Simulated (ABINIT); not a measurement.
# Quasiparticle gap of SrTiO3 (I4/mcm) in ABINIT

Aim: the G0W0 gap of SrTiO3 (I4/mcm) on PBE, step by step.

Main program and level: ABINIT 10.8.3; PBE and many-body steps on it, plane waves.

This is a report of a sequence of runs, with most program output left out.

## (1) Starting point

It takes space group I4/mcm (No. 140, tetragonal). The conventional cell has a = 5.511 Å, b = 5.511 Å, c = 7.796 Å, α = 90.00°, β = 90.00°, γ = 90.00°. Sr has 12 O at 2.73 to 2.78 Å nearest. Ti has 6 O at 1.95 Å nearest. Nearest to O lie 2 Ti at 1.95 Å and 4 Sr at 2.76 Å. Nearest to O lie 2 Ti at 1.95 Å and 4 Sr at 2.73 to 2.78 Å. Farther neighbours and most contacts between anions are not listed.

The cell and positions come from the Crystallography Open Database and are kept as given unless a step says otherwise.

## (2) Ground state

This step: ABINIT 10.8.3; DFT, PBE, plane waves, norm-conserving pseudopotentials.

The ground-state density comes first.

Contents of run.abi:

```
acell 3*1.0 Angstrom
rprim 
  -2.755500000000 2.755500000000 3.898000000000
  2.755500000000 -2.755500000000 3.898000000000
  2.755500000000 2.755500000000 -3.898000000000
ntypat 3
znucl 38 22 8
natom 10
typat 1 1 2 2 3 3 3 3 3 3
xred 
  0.750000000000 0.250000000000 0.500000000000
  0.250000000000 0.750000000000 0.500000000000
  0.000000000000 0.000000000000 0.000000000000
  0.500000000000 0.500000000000 0.000000000000
  0.250000000000 0.250000000000 0.000000000000
  0.750000000000 0.750000000000 0.000000000000
  0.745100000000 0.245100000000 0.990200000000
  0.245100000000 0.254900000000 0.500000000000
  0.254900000000 0.754900000000 0.009800000000
  0.754900000000 0.745100000000 0.500000000000
pp_dirpath "pseudos"
pseudos "Sr.upf, Ti.upf, O.upf"
ecut 38
ngkpt 6 6 6
nshiftk 1
shiftk 0 0 0
kptopt 1
chksymbreak 0
nband 49
occopt 1
tolvrs 1e-10
nstep 60
prtwf 0
optforces 0
optstress 0
indata_prefix "in"
outdata_prefix "out"
tmpdata_prefix "tmp"
```

The run is started by

```
> OMP_NUM_THREADS=1 mpirun -n 16 abinit run.abi > log
```

Elapsed: 2.2 min, on 16 MPI ranks of Arm Neoverse N1, shared host; peak memory 1.9 GiB.

This step gave:

```yaml
total_energy: -7811.8725 eV
gap: 1.925 eV
k_of_the_valence_top: 0, 0, 0
k_of_the_conduction_bottom: 0, 0, 0
least_direct_gap: 1.925 eV
```

The gap is direct, at Γ.

## (3) Empty states on the mesh, 4×4×4 mesh, 431 bands

The sums over transitions need many empty states on a uniform mesh; this step solves for them.

Edit run.abi of step 2 so:

```diff
@@ -23,3 +23,3 @@
 ecut 38
-ngkpt 6 6 6
+ngkpt 4 4 4
 nshiftk 1
@@ -28,9 +28,10 @@
 chksymbreak 0
-nband 49
-occopt 1
-tolvrs 1e-10
+iscf -2
+irdden 1
+istwfk *1
+nband 431
+nbdbuf 38
+tolwfr 1e-09
 nstep 60
-prtwf 0
-optforces 0
-optstress 0
+prtvol 0
 indata_prefix "in"
```

The job ended after 11 min (16 MPI ranks; peak memory 2.2 GiB).

Numbers from this step:

```yaml
gap: 1.925 eV
k_of_the_valence_top: 0, 0, 0
k_of_the_conduction_bottom: 0, 0, 0
least_direct_gap: 1.925 eV
k_points_computed: 13
lowest_point_of_the_top_converged_band_above_the_valence_top: 108.6812 eV
```

On this mesh the gap is 1.925 eV.

## (4) Screening, 4×4×4 mesh, 84 bands, screening to 76.2 eV

The RPA dielectric matrix is built and inverted for each q.

This step: RPA screening on PBE, plane waves, norm-conserving pseudopotentials.

Edit run.abi of step 3 so:

```diff
@@ -28,10 +28,11 @@
 chksymbreak 0
-iscf -2
-irdden 1
 istwfk *1
-nband 431
-nbdbuf 38
-tolwfr 1e-09
-nstep 60
-prtvol 0
+occopt 1
+irdwfk 1
+optdriver 3
+nband 84
+ecuteps 2.8
+inclvkb 2
+awtr 1
+symchi 1
 indata_prefix "in"
```

Run time: 8.9 min. Hardware: 16 MPI ranks; peak memory 34 GiB.

Numbers from this step:

| Property | Result |
| --- | --- |
| ε∞ with local fields, on this mesh, along the program's q direction | 6.074 |
| the same without local fields | 6.292 |
| plasma frequency | 30.52 eV |
| plane waves in the screening matrix | 169 |

Local fields lower ε∞ by 3 %.

## (5) Self-energy, 4×4×4 mesh, 84 bands, screening to 76.2 eV

The self-energy is evaluated for the states that the input lists, and the levels follow from it, in one-shot runs by the linearised quasiparticle equation.

This step: G0W0 on PBE, plane waves, norm-conserving pseudopotentials.

Edit run.abi of step 4 so:

```diff
@@ -31,8 +31,15 @@
 irdwfk 1
-optdriver 3
+optdriver 4
 nband 84
+gwcalctyp 0
+ecutsigx 38
+symsigma 1
+nkptgw 1
+kptgw 
+  0.0000000000 0.0000000000 0.0000000000
+bdgw 
+  39 43
 ecuteps 2.8
-inclvkb 2
-awtr 1
-symchi 1
+irdscr 1
+ppmodel 1
 indata_prefix "in"
```

The job ended after 13 s (16 MPI ranks; peak memory 7.9 GiB; 3.5 min of CPU time).

This step gave:

- G0W0 gap on the points computed: 3.710 eV
- starting gap on the mesh: 1.925 eV
- k of the valence top: 0, 0, 0
- k of the conduction bottom: 0, 0, 0
- Z at the valence top: 0.765
- Z at the conduction bottom: 0.781
- least direct G0W0 gap on the computed points: 3.710 eV

The gap on the mesh goes from 1.92 eV to 3.71 eV, a correction of +1.79 eV.

Limits: finite bands, cutoff and mesh; no spin-orbit coupling. v1 is the top filled band, c1 the lowest empty one. The levels before and after the correction (eV, zero at the valence-band top of each column):

|  | conduction bottom | valence top |
| --- | --- | --- |
| Kohn-Sham | 1.92 | 0.00 |
| G0W0 | 3.71 | 0.00 |

|  | level | energy (eV) |
| --- | --- | --- |
| Kohn-Sham | Γ v2-v1 | 0.000 |
| Kohn-Sham | Γ c1-c3 | 1.925 |
| G0W0 | Γ v2-v1 | 0.000 |
| G0W0 | Γ c1-c3 | 3.710 |

## (6) Where the time went

Times are wall times on 16 MPI ranks of Arm Neoverse N1, shared host, good to a factor of about two.

| step | time | share | memory (GiB) |
| --- | --- | --- | --- |
| ground state | 2.2 min | 10 % | 1.9 |
| empty states on the mesh | 11 min | 49 % | 2.2 |
| screening | 8.9 min | 40 % | 34 |
| self-energy | 13 s | 1 % | 7.9 |

## (7) Summary of results

```yaml
pbe_gap: 1.92 eV, direct
g0w0_gap_on_the_mesh: 3.71 eV
gw_settings: 4×4×4 mesh, 84 bands, screening to 76.2 eV, Godby-Needs plasmon pole
known_limits: not at the basis limit; no spin-orbit coupling
```

In words: G0W0 moves the gap on the mesh from 1.92 eV to 3.71 eV (+1.79 eV), with Z of 0.77 and 0.78 at the edges. Local fields lower the RPA ε∞ on this mesh from 6.29 to 6.07. Only 1 of the mesh's irreducible points was corrected, so a valley elsewhere could overtake. Bands and cutoff are finite, so the gap is not at the basis limit. The miss can reach some tenths of an eV and take either sign; the mesh is an error of its own. In the G0W0 run levels were corrected at 1 k point alone, so a gap called «on the mesh» is the least over those, and an edge elsewhere would be missed. The many-body steps are scalar-relativistic: spin-orbit coupling is not in them.

[Paths, hosts, dates, memory and timing lines, banners, echoed tables and standing remarks are left out of the program output.]

[Logs are printed without paths, hosts, clocks, repeated set-up lines and the standing remarks that a program may print on its own settings, such as how far it seeks lower states.]

[Runs of the session that timed out or met a known fault of the program may be left out.]

[Hosts, paths, dates, database ids (printed as entryN), source tags and the programs' standing remarks are cut or masked in the printed files.]

[G0W0 gaps are taken among the corrected bands and points alone; a level outside them can change the order at an edge.]

[Where Ansatz stands beside ABINIT at settings called matched, ABINIT's density can come from a denser mesh and the files from another edition; pairs whose starting gaps differed by over 0.03 eV were left out, so agreement reads better than it is.]
